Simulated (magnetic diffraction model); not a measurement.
**KCr₂N₃ below its ordering temperature**

Space group Cmc2_1 (no. 36), a = 10.6720 Å, b = 6.1620 Å, c = 5.5750 Å.

```csv
site,atom,x,y,z
8b,Cr,0.1740,0.8364,0.9727
4a,K,1/2,0.8428,0.9819
4a,N,1/2,0.7853,0.4037
8b,N,0.1862,0.8594,0.3623
```

This is a made-up structure (elements placed in a structure type, unrelaxed), so the numbers test the method and describe no known phase.

Only Cr is taken to order (form factors of Cr4+); orders and moment sizes are assumed, and not adapted to the symmetry. Radiation: neutrons of λ = 2.0775 Å, 5° to 50°; isotropic B of 0.55 Å² (Cr), 0.7 Å² (K) and 0.73 Å² (N). Simulated constant-wavelength pattern: nuclear and magnetic terms add, the magnetic one as |2.695 fm × Σ f S⊥ exp(2πi Q·r) exp(−B s²)|², summed over all Q at one angle with the factor 1/(sin²θ cos θ). For collinear order S is the moment m, which repeats by lattice and centring translations R with the sign exp(−2πi k·R). Free-ion form factors, Sears's scattering lengths of 1992, no absorption; a label names one of the reflections at its angle. The strongest nuclear line in the range is 100, and lines under 0.2 are left out.

Above the ordering temperature:

```
2θ (°)    index      I
 22.45  (1 1 0)    3.6
 22.45  (2 0 0)    6.0
 31.26  (1 1 1)   10.2
 39.41  (0 2 0)   33.3
 39.41  (3 1 0)   82.8
 43.76  (0 0 2)  100.0
 45.31  (0 2 1)   44.4
 45.31  (3 1 1)   88.8
 45.82  (2 2 0)    5.1
 45.83  (4 0 0)    8.7
 49.72  (1 1 2)    3.3
 49.72  (2 0 2)    7.1
```

Below it (cell unchanged):

```
2θ (°)      I
 15.49   35.7
 22.45    3.6
 22.45    6.0
 31.26   10.2
 31.79    7.7
 31.79    1.9
 34.43    6.3
 39.41   33.3
 39.41   82.8
 42.58    2.3
 42.58    0.4
 43.76  100.0
 44.67    3.1
 44.67    2.2
 45.31   44.4
 45.31   88.8
 45.82    5.1
 45.83    8.7
 49.72    3.3
 49.72    7.1
```

**Question.** Check that the new lines index with k = (1/2 1/2 1/2), then choose among these models:
A. collinear moments along [100], 1.71 μB on Cr; signs + at (0.1740, 0.8364, 0.9727), − at (0.8260, 0.8364, 0.9727), − at (0.8260, 0.1636, 0.4727), + at (0.1740, 0.1636, 0.4727)
B. collinear moments along [100], 1.71 μB on Cr; signs + at (0.1740, 0.8364, 0.9727), + at (0.8260, 0.8364, 0.9727), − at (0.8260, 0.1636, 0.4727), − at (0.1740, 0.1636, 0.4727)
C. collinear moments along [001], 1.71 μB on Cr; signs + at (0.1740, 0.8364, 0.9727), − at (0.8260, 0.8364, 0.9727), − at (0.8260, 0.1636, 0.4727), + at (0.1740, 0.1636, 0.4727)
D. collinear moments along [001], 1.71 μB on Cr; signs + at (0.1740, 0.8364, 0.9727), + at (0.8260, 0.8364, 0.9727), − at (0.8260, 0.1636, 0.4727), − at (0.1740, 0.1636, 0.4727)

The new lines index as (1/2 1/2 1/2) at 15.49°, (1/2 -3/2 1/2) at 31.79°, (5/2 1/2 1/2) at 31.79° and (1/2 1/2 3/2) at 34.43°, that is as H ± k with k = (1/2 1/2 1/2), one of 2 inequivalent arms of its star (k and −k counted as one), which a powder can't tell apart. Half indices mean that the moments reverse under translations with k·R a half-integer, and the magnetic cell has twice the primitive volume.

Magnetic intensity, observed (below minus above) and for each model:

| 2θ (°) | index | observed | A | B | C | D |
| --- | --- | --- | --- | --- | --- | --- |
| 15.49 | (1/2 1/2 1/2) | 35.7 | 35.7 | 13.2 | 21.4 | 7.9 |
| 22.21 | (3/2 -1/2 1/2) | <0.2 | <0.2 | 10.8 | <0.2 | 19.5 |
| 31.79 | (1/2 -3/2 1/2) | 7.7 | 7.7 | 2.9 | 7.0 | 2.6 |
| 31.79 | (5/2 1/2 1/2) | 1.9 | 1.9 | 0.4 | 8.1 | 1.5 |
| 34.43 | (1/2 1/2 3/2) | 6.3 | 6.3 | 2.3 | 0.7 | 0.3 |
| 35.70 | (3/2 3/2 1/2) | <0.2 | <0.2 | 6.2 | <0.2 | 7.3 |
| 38.10 | (3/2 -1/2 3/2) | <0.2 | <0.2 | 5.4 | <0.2 | 1.8 |
| 42.58 | (5/2 -3/2 1/2) | 2.3 | 2.3 | 0.4 | 4.0 | 0.7 |

Model A matches.

The structure used: k = (1/2 1/2 1/2), collinear moments along [100], 1.71 μB on Cr; signs + at (0.1740, 0.8364, 0.9727), − at (0.8260, 0.8364, 0.9727), − at (0.8260, 0.1636, 0.4727), + at (0.1740, 0.1636, 0.4727).

[Logs are printed without paths, hosts, clocks, repeated set-up lines and the standing remarks that a program may print on its own settings, such as how far it seeks lower states.]
